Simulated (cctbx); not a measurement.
**Y2Si2B with cctbx, script by script**

Library: cctbx 2025.11. The data are simulated by the first script.

## 1. Simulate the data

run.py:

```python
from cctbx import adptbx, crystal, miller, sgtbx, xray
from cctbx.array_family import flex
from iotbx.shelx import hklf
from scitbx import matrix
import scitbx.random

cs = crystal.symmetry(unit_cell=(3.835, 5.685, 8.334, 90, 90, 90), space_group_symbol='Hall: -I 2 2')  # Immm
atoms = [  # label, site, U (iso, or U11 U22 U33 U12 U13 U23 in A^2), occupancy
    ("Y1", (0, 0.5, 0.2116), 0.0090, 1),
    ("Si1", (0.5, 0.7104, 0), 0.0137, 1),
    ("B1", (0, 0, 0), 0.0137, 1),
]
xs = xray.structure(crystal_symmetry=cs)
for label, site, u, occ in atoms:
    u = adptbx.u_cif_as_u_star(cs.unit_cell(), u) if isinstance(u, tuple) else u
    xs.add_scatterer(xray.scatterer(label, site=site, u=u, occupancy=occ))
xs.set_inelastic_form_factors(0.71073, "sasaki")
xs.show_summary()
p1 = xs.expand_to_p1()
ms = miller.build_set(p1, anomalous_flag=True, d_min=0.7)
flex.set_random_seed(547224)
scitbx.random.set_random_seed(547224)
ms = ms.select(flex.random_double(ms.size()) < 0.95)
i = ms.structure_factors_from_scatterers(p1, algorithm="direct").f_calc().as_intensity_array().data()
i = i * 40000 / flex.max(i)
sig = flex.sqrt(i + flex.pow2(0.02 * i) + 2 ** 2)
noise = scitbx.random.variate(scitbx.random.normal_distribution())(i.size())
data = ms.array(data=i + sig * noise, sigmas=sig).set_observation_type_xray_intensity()
with open("data.hkl", "w") as f:
    data.export_as_shelx_hklf(f)
print("reflections written:", data.size(), " <I/sigma> = %.1f" % flex.mean(data.data() / data.sigmas()))
for h, a, b in list(data.sort("data"))[:12]:
    print("%4d%4d%4d %9.1f %7.1f" % (h + (a, b)))
```

```console
$ python run.py
```

```text
Number of scatterers: 3
At special positions: 3
Unit cell: (3.835, 5.685, 8.334, 90, 90, 90)
Space group: I m m m (No. 71)
reflections written: 2102  <I/sigma> = 16.1
  -2   0   0   40298.9   824.6
   2   0   0   39077.2   824.6
   0   2   2   32902.2   681.1
   0  -2   2   32625.0   681.1
   1  -1  -2   28442.2   578.9
  -1  -1  -2   28191.7   578.9
   1   1   2   28064.7   578.9
   1   1  -2   27896.1   578.9
  -1   1  -2   27858.7   578.9
  -1   1   2   27725.4   578.9
  -1  -1   2   27490.5   578.9
   1  -1   2   27337.6   578.9
```

It took 0.23 s on 1 thread of Intel(R) Xeon(R) CPU @ 2.60GHz (Ice Lake), with other jobs on the host, peak memory 0.07 GiB.

## 2. Symmetry

run.py:

```python
from cctbx import crystal, sgtbx, statistics
from cctbx.array_family import flex
from iotbx.shelx import hklf

p1 = crystal.symmetry(unit_cell=(3.835, 5.685, 8.334, 90, 90, 90), space_group_symbol="P 1")
raw = hklf.reader(file_name="data.hkl").as_miller_arrays(crystal_symmetry=p1, anomalous=True)[0]
print(raw.size(), "reflections to d = %.3f A" % raw.d_min())
isig = raw.data() / raw.sigmas()
print("centring   violations  <I/sigma> of those")
best = "P"
for c in "ABCIRF":
    a = raw.customized_copy(space_group_info=sgtbx.space_group_info("Hall: %s 1" % c)).sys_absent_flags().data()
    m = flex.mean(isig.select(a))
    print("%5s %10d of %5d %8.1f" % (c, (isig.select(a) > 4).count(True), a.count(True), m))
    if (isig.select(a) > 4).count(True) < 0.01 * a.count(True):
        best = c
raw = raw.select(~raw.customized_copy(space_group_info=sgtbx.space_group_info("Hall: %s 1" % best)).sys_absent_flags().data())
isig = raw.data() / raw.sigmas()
rows = []
for s in sgtbx.space_group_symbol_iterator():
    g = sgtbx.space_group(s)
    if g.conventional_centring_type_symbol() != best or not g.is_compatible_unit_cell(p1.unit_cell(), 1e-3, 0.02):
        continue
    rows.append((s, g))
print("Laue class    unique    Rint  (classes that these axes allow; Friedel mates merged)")
rint = {}
for s, g in rows:
    laue = g.build_derived_patterson_group()
    key = laue.type().hall_symbol()
    if key not in rint:
        m = raw.customized_copy(space_group_info=laue.info(), anomalous_flag=False).merge_equivalents()
        rint[key] = m.r_int()
        print("%-14s %6d %7.3f" % (laue.type().lookup_symbol(), m.array().size(), m.r_int()))
floor = min(rint.values())
good = [(s, g) for s, g in rows if rint[g.build_derived_patterson_group().type().hall_symbol()] < 2 * floor + 0.03]
top = max(g.build_derived_patterson_group().order_z() for s, g in good)
print("space group    extra absences  I>4sigma  <I/sigma>")
for s, g in good:
    laue = g.build_derived_patterson_group()
    if laue.order_z() != top:
        continue
    a = raw.customized_copy(space_group_info=g.info()).sys_absent_flags().data()
    a &= ~raw.customized_copy(space_group_info=laue.info()).sys_absent_flags().data()
    bad = (isig.select(a) > 4).count(True)
    if bad <= 0.03 * a.count(True):
        print("%-16s %8d %10d %9s  %s" % (s.universal_hermann_mauguin(), a.count(True), bad, "%.1f" % flex.mean(isig.select(a)) if a.count(True) else "-", "centric" if g.is_centric() else "acentric"))
laue = max(good, key=lambda t: t[1].build_derived_patterson_group().order_z())[1].build_derived_patterson_group()
f = raw.customized_copy(space_group_info=laue.info(), anomalous_flag=False).merge_equivalents().array().eliminate_sys_absent().f_sq_as_f()
f.set_observation_type_xray_amplitude()
bins = max(3, min(8, f.size() // 12))
f.setup_binner(n_bins=bins)
w = statistics.wilson_plot(f, {e: n / laue.order_z() for e, n in {'Y': 4.0, 'Si': 4.0, 'B': 2.0}.items()}, e_statistics=True)
print("Wilson B = %.2f A^2   <|E^2-1|> = %.3f (0.968 centric, 0.736 acentric)   E^2>4: %.1f %%" % (w.wilson_b, w.mean_e_sq_minus_1, w.percent_e_sq_gt_2))
print("shell (A)         n   <I/sigma>")
m = raw.customized_copy(space_group_info=laue.info(), anomalous_flag=False).merge_equivalents().array().eliminate_sys_absent()
for b in m.setup_binner(n_bins=bins).range_used():
    sel = m.binner().selection(b)
    print("%5.2f - %4.2f %6d %8.1f" % (min(m.binner().bin_d_range(b)[0] if m.binner().bin_d_range(b)[0] > 0 else 99, 99), m.binner().bin_d_range(b)[1], sel.count(True), flex.mean((m.data() / m.sigmas()).select(sel))))
```

```console
$ python run.py
```

```text
2102 reflections to d = 0.700 A
centring   violations  <I/sigma> of those
    A        512 of  1071     15.8
    B        511 of  1046     16.2
    C        525 of  1075     16.4
    I          0 of  1049     -0.0
    R        696 of  1411     16.0
    F        774 of  1596     16.1
Laue class    unique    Rint  (classes that these axes allow; Friedel mates merged)
I 1 2/m 1         304   0.016
I 1 1 2/m         296   0.016
I 2/m 1 1         317   0.016
I m m m           182   0.017
space group    extra absences  I>4sigma  <I/sigma>
I 2 2 2                 0          0         -  acentric
I 21 21 21              0          0         -  acentric
I m m 2                 0          0         -  acentric
I 2 m m                 0          0         -  acentric
I m 2 m                 0          0         -  acentric
I m m m                 0          0         -  centric
Wilson B = 1.03 A^2   <|E^2-1|> = 0.622 (0.968 centric, 0.736 acentric)   E^2>4: 0.0 %
shell (A)         n   <I/sigma>
 4.70 - 1.39     28     77.8
 1.39 - 1.11     24     76.1
 1.11 - 0.97     22     78.9
 0.97 - 0.88     24     67.5
 0.88 - 0.82     23     72.8
 0.82 - 0.77     15     66.0
 0.77 - 0.73     26     66.9
 0.73 - 0.70     20     62.0
```

Time: 0.25 s.

## 3. Charge flipping

run.py:

```python
import itertools
from cctbx import crystal, maptbx
from cctbx.array_family import flex
from iotbx.shelx import hklf
from smtbx.ab_initio import charge_flipping as cf

cs = crystal.symmetry(unit_cell=(3.835, 5.685, 8.334, 90, 90, 90), space_group_symbol='Hall: -I 2 2')  # Immm
raw = hklf.reader(file_name="data.hkl").as_miller_arrays(crystal_symmetry=cs, anomalous=True)[0]
merged = raw.eliminate_sys_absent().merge_equivalents()
fo2 = merged.array().set_observation_type_xray_intensity()
f = fo2.average_bijvoet_mates().f_sq_as_f().resolution_filter(d_min=0.9)
p1 = f.expand_to_p1()
p1.setup_binner_counting_sorted(reflections_per_bin=max(40, p1.size() // 12))
work = p1.array(data=p1.data() / p1.amplitude_quasi_normalisations().data())
flex.set_random_seed(49598)
it = cf.weak_reflection_improved_iterator(delta=None, weak_reflection_fraction=0.2)
it.start(work, phases=flex.random_double(p1.size()) * 6.2832, f_000=0)
it.delta = 1.1 * it.rho_map.sigma()
print("cycle      R  skewness")
for n, st in enumerate(itertools.islice(it, 100)):
    if n % 8 == 0:
        print("%5d %6.3f %8.2f" % (n, st.r1_factor(), st.rho_map.skewness()))
rho = p1.phase_transfer(it.f_calc).fft_map().apply_volume_scaling()
polish = cf.low_density_elimination_iterator(constant_rho_c=rho.sigma())
polish.start(f_obs=p1, phases=it.f_calc, f_000=0)
for _ in range(8):
    next(polish)
print("origin shift          correlation  skewness")
maps = []
for fc, shift, cc in itertools.islice(cf.f_calc_symmetrisations(f, polish.f_calc, 0), 4):
    m = f.phase_transfer(fc).fft_map(symmetry_flags=maptbx.use_space_group_symmetry, resolution_factor=0.25).apply_sigma_scaling()
    maps.append((m.skewness(), cc, m))
    print("%6.3f %6.3f %6.3f %10.3f %9.2f" % (tuple(shift) + (cc, m.skewness())))
skew, cc, m = max((t for t in maps if t[1] > maps[0][1] - 0.04), key=lambda t: t[0])
print("taken: symmetry correlation %.3f, skewness %.2f" % (cc, skew))
peaks = m.peak_search(parameters=maptbx.peak_search_parameters(min_distance_sym_equiv=0.9, max_clusters=8)).all()
sps = cs.special_position_settings(min_distance_sym_equiv=0.5)
print("peak      x       y       z  mult  height/sigma")
for k, (x, h) in enumerate(zip(peaks.sites(), peaks.heights())):
    ss = sps.site_symmetry(x)
    print("Q%-3d %7.4f %7.4f %7.4f %4d %8.1f" % ((k + 1,) + tuple(t % 1 for t in ss.exact_site()) + (ss.multiplicity(), h)))
```

```console
$ python run.py
```

```text
cycle      R  skewness
    0  0.547     0.25
    8  0.438     1.30
   16  0.440     2.25
   24  0.463     2.88
   32  0.435     2.88
   40  0.426     2.59
   48  0.452     2.72
   56  0.402     2.70
   64  0.435     2.94
   72  0.425     3.05
   80  0.461     2.86
   88  0.439     3.01
   96  0.439     3.13
origin shift          correlation  skewness
 0.103  0.120  0.369      0.905      5.38
 0.110  0.123  0.153      0.911      4.49
 0.123  0.118  0.064      0.836      2.00
 0.117  0.418  0.374      0.814      2.04
taken: symmetry correlation 0.905, skewness 5.38
peak      x       y       z  mult  height/sigma
Q1    0.0000  0.5000  0.2894    4     13.0
Q2    0.0000  0.2043  0.0000    4      4.6
Q3    0.2350  0.5000  0.1557    8      1.7
Q4    0.0000  0.3616  0.4210    8      1.4
Q5    0.2338  0.0000  0.0000    4      1.4
Q6    0.1640  0.0000  0.2287    8      1.1
Q7    0.0000  0.1435  0.4132    8      1.0
Q8    0.0000  0.3645  0.1522    8      1.0
```

Time: 0.3 s.

## 4. Refinement (model from the peaks)

run.py:

```python
import math
from cctbx import adptbx, crystal, maptbx, sgtbx, xray
from cctbx.array_family import flex
from cctbx.xray import observations
from iotbx.shelx import hklf
from scitbx.lstbx import normal_eqns_solving
from smtbx import absolute_structure, utils
from smtbx.refinement import constraints, least_squares

cs = crystal.symmetry(unit_cell=(3.835, 5.685, 8.334, 90, 90, 90), space_group_symbol='Hall: -I 2 2')  # Immm
atoms = [  # label, site, U (iso, or U11 U22 U33 U12 U13 U23 in A^2), occupancy
    ("Y1", (0, 0.5, 0.2894), 0.0200, 1),
    ("Si1", (0, 0.2043, 0), 0.0200, 1),
]
xs = xray.structure(crystal_symmetry=cs)
for label, site, u, occ in atoms:
    u = adptbx.u_cif_as_u_star(cs.unit_cell(), u) if isinstance(u, tuple) else u
    xs.add_scatterer(xray.scatterer(label, site=site, u=u, occupancy=occ))
xs.set_inelastic_form_factors(0.71073, "sasaki")
raw = hklf.reader(file_name="data.hkl").as_miller_arrays(crystal_symmetry=cs, anomalous=True)[0]
merged = raw.eliminate_sys_absent().merge_equivalents()
fo2 = merged.array().set_observation_type_xray_intensity()
print("Rint %.3f, %d unique reflections to %.2f A" % (merged.r_int(), fo2.size(), fo2.d_min()))
for sc in xs.scatterers():
    sc.flags.set_grad_site(True)
    sc.flags.set_grad_u_aniso(sc.flags.use_u_aniso())
    sc.flags.set_grad_u_iso(sc.flags.use_u_iso())
obs = fo2.as_xray_observations()
extra = {}
rep = constraints.reparametrisation(xs, [], utils.connectivity_table(xs), **extra)
ls = least_squares.crystallographic_ls(obs, rep, weighting_scheme=least_squares.mainstream_shelx_weighting(a=0, b=0))
print("cycle     R1     wR2    GooF  max shift (A)")
for cycle in range(6):
    ls.build_up()
    r1, wr2, goof = ls.r1_factor(cutoff_factor=2)[0], ls.wR2(), ls.goof()
    old = xs.sites_cart()
    normal_eqns_solving.levenberg_marquardt_iterations(ls, n_max_iterations=3, tau=0.0001, step_threshold=1e-7)
    big = flex.max((xs.sites_cart() - old).norms())
    print("%4d %7.4f %7.4f %7.3f %9.5f" % (cycle + 1, r1, wr2, goof, big))
    ls.build_up(objective_only=True)
    if abs(ls.wR2() - wr2) < 5e-5 and big < 5e-4:
        break
ls.build_up()
print("final R1 %.4f wR2 %.4f GooF %.3f  parameters %d  data/parameter %.1f" % (ls.r1_factor(cutoff_factor=2)[0], ls.wR2(), ls.goof(), ls.n_parameters, fo2.size() / ls.n_parameters))
cov = ls.covariance_matrix_and_annotations()
su = dict(zip(cov.annotations, (math.sqrt(max(v, 0)) for v in cov.matrix.matrix_packed_u_diagonal())))
a2 = cs.unit_cell().reciprocal_parameters()[0] ** -2
print("atom        x        y        z      Ueq    occ   su(xyz)  su(Uiso or U11)")
for sc in xs.scatterers():
    s = max(su.get(sc.label + k, 0) for k in (".x", ".y", ".z"))
    npd = "" if sc.is_positive_definite_u(cs.unit_cell()) else "  NPD"
    print("%-5s %8.5f %8.5f %8.5f %8.4f %6.3f %8.5f %7.4f%s" % ((sc.label,) + sc.site + (sc.u_iso_or_equiv(cs.unit_cell()), sc.occupancy, s, su.get(sc.label + ".uiso", su.get(sc.label + ".u11", 0) * a2), npd)))
fo = fo2.f_sq_as_f()
fc = fo.structure_factors_from_scatterers(xs, algorithm="direct").f_calc()
diff = fo.f_obs_minus_f_calc(1 / math.sqrt(ls.scale_factor()), fc).average_bijvoet_mates()
m = diff.fft_map(symmetry_flags=maptbx.use_space_group_symmetry, resolution_factor=0.25).apply_volume_scaling()
print("difference map: max %.2f min %.2f rms %.2f" % (m.statistics().max(), m.statistics().min(), m.statistics().sigma()))
peaks = m.peak_search(parameters=maptbx.peak_search_parameters(min_distance_sym_equiv=0.6, max_clusters=6)).all()
near = xs.closest_distances(peaks.sites(), distance_cutoff=4)
sps = cs.special_position_settings(min_distance_sym_equiv=0.5)
for k, (x, h) in enumerate(zip(peaks.sites(), peaks.heights())):
    ss = sps.site_symmetry(x)
    print("Q%-3d %7.4f %7.4f %7.4f %4d %7.2f  %.2f A from %s" % ((k + 1,) + tuple(t % 1 for t in ss.exact_site()) + (ss.multiplicity(), h, near.smallest_distances[k], xs.scatterers()[near.i_seqs[k]].label)))
```

```console
$ python run.py
```

```text
Rint 0.017, 182 unique reflections to 0.70 A
cycle     R1     wR2    GooF  max shift (A)
   1  0.1268  0.3167  24.896   0.04005
   2  0.0565  0.1315  10.338   0.00004
final R1 0.0565 wR2 0.1315 GooF 10.338  parameters 4  data/parameter 45.5
atom        x        y        z      Ueq    occ   su(xyz)  su(Uiso or U11)
Y1     0.00000  0.50000  0.28840   0.0086  1.000  0.00012  0.0005
Si1    0.00000  0.21135  0.00000   0.0135  1.000  0.00067  0.0007
difference map: max 13.10 min -0.60 rms 0.45
Q1    0.0000  0.0000  0.5000    2   13.10  2.52 A from Si1
Q2    0.0000  0.5000  0.2935    4    1.71  0.04 A from Y1
Q3    0.0000  0.1734  0.5000    4    0.79  2.03 A from Si1
Q4    0.0000  0.1760  0.0000    4    0.66  0.20 A from Si1
Q5    0.0000  0.0000  0.0000    2    0.57  1.20 A from Si1
Q6    0.0833  0.1111  0.4167   16    0.55  2.01 A from Si1
```

Time: 0.33 s.

Figures of merit this high mean that the model is still wrong or incomplete.

## 5. Refinement (atoms added from the difference map)

run.py, as its changes from the last script of this kind:

```diff
@@ -12,2 +12,3 @@
-    ("Y1", (0, 0.5, 0.2894), 0.0200, 1),
-    ("Si1", (0, 0.2043, 0), 0.0200, 1),
+    ("Y1", (0, 0.5, 0.2884), 0.0086, 1),
+    ("Si1", (0, 0.21135, 0), 0.0135, 1),
+    ("B1", (0, 0, 0.5), 0.0200, 1),
@@ -58 +59 @@
-peaks = m.peak_search(parameters=maptbx.peak_search_parameters(min_distance_sym_equiv=0.6, max_clusters=6)).all()
+peaks = m.peak_search(parameters=maptbx.peak_search_parameters(min_distance_sym_equiv=0.6, max_clusters=5)).all()
```

```console
$ python run.py
```

```text
Rint 0.017, 182 unique reflections to 0.70 A
cycle     R1     wR2    GooF  max shift (A)
   1  0.0098  0.0265   2.086   0.00560
   2  0.0052  0.0123   0.969   0.00000
final R1 0.0052 wR2 0.0123 GooF 0.969  parameters 5  data/parameter 36.4
atom        x        y        z      Ueq    occ   su(xyz)  su(Uiso or U11)
Y1     0.00000  0.50000  0.28838   0.0090  1.000  0.00001  0.0000
Si1    0.00000  0.21036  0.00000   0.0137  1.000  0.00006  0.0001
B1     0.00000  0.00000  0.50000   0.0142  1.000  0.00000  0.0003
difference map: max 0.15 min -0.18 rms 0.05
Q1    0.0000  0.0000  0.0000    2    0.15  1.20 A from Si1
Q2    0.0000  0.0000  0.3054    4    0.15  1.62 A from B1
Q3    0.0000  0.0000  0.1072    4    0.14  1.49 A from Si1
Q4    0.0000  0.4041  0.2858    8    0.13  0.55 A from Y1
Q5    0.2643  0.2264  0.5000    8    0.13  0.97 A from Si1
```

Time: 0.34 s.

## 6. Refinement (anisotropic displacement)

run.py, as its changes from the last script of this kind:

```diff
@@ -12,3 +12,3 @@
-    ("Y1", (0, 0.5, 0.2884), 0.0086, 1),
-    ("Si1", (0, 0.21135, 0), 0.0135, 1),
-    ("B1", (0, 0, 0.5), 0.0200, 1),
+    ("Y1", (0, 0.5, 0.28838), 0.0090, 1),
+    ("Si1", (0, 0.21036, 0), 0.0137, 1),
+    ("B1", (0, 0, 0.5), 0.0142, 1),
@@ -20,0 +21 @@
+xs.convert_to_anisotropic()
@@ -34 +35 @@
-for cycle in range(6):
+for cycle in range(8):
@@ -38 +39 @@
-    normal_eqns_solving.levenberg_marquardt_iterations(ls, n_max_iterations=3, tau=0.0001, step_threshold=1e-7)
+    normal_eqns_solving.levenberg_marquardt_iterations(ls, n_max_iterations=3, tau=1e-06, step_threshold=1e-7)
@@ -59 +60 @@
-peaks = m.peak_search(parameters=maptbx.peak_search_parameters(min_distance_sym_equiv=0.6, max_clusters=5)).all()
+peaks = m.peak_search(parameters=maptbx.peak_search_parameters(min_distance_sym_equiv=0.6, max_clusters=6)).all()
```

```console
$ python run.py
```

```text
Rint 0.017, 182 unique reflections to 0.70 A
cycle     R1     wR2    GooF  max shift (A)
   1  0.0052  0.0123   0.990   0.00005
   2  0.0051  0.0119   0.955   0.00000
final R1 0.0051 wR2 0.0119 GooF 0.955  parameters 11  data/parameter 16.5
atom        x        y        z      Ueq    occ   su(xyz)  su(Uiso or U11)
Y1     0.00000  0.50000  0.28839   0.0090  1.000  0.00001  0.0001
Si1    0.00000  0.21035  0.00000   0.0137  1.000  0.00006  0.0002
B1     0.00000  0.00000  0.50000   0.0142  1.000  0.00000  0.0008
difference map: max 0.16 min -0.16 rms 0.04
Q1    0.0000  0.5000  0.2136    4    0.16  0.62 A from Y1
Q2    0.0000  0.0000  0.3061    4    0.15  1.62 A from B1
Q3    0.0000  0.0000  0.1092    4    0.13  1.50 A from Si1
Q4    0.0000  0.0000  0.0000    2    0.13  1.20 A from Si1
Q5    0.1873  0.0876  0.3244   16    0.12  1.60 A from Y1
Q6    0.2644  0.2249  0.5000    8    0.12  0.98 A from Si1
```

It took 0.34 s on 1 thread of Intel(R) Xeon(R) CPU @ 2.60GHz (Ice Lake), with other jobs on the host, peak memory 0.09 GiB.

[Logs are printed without paths, hosts, clocks, repeated set-up lines and the standing remarks that a program may print on its own settings, such as how far it seeks lower states.]
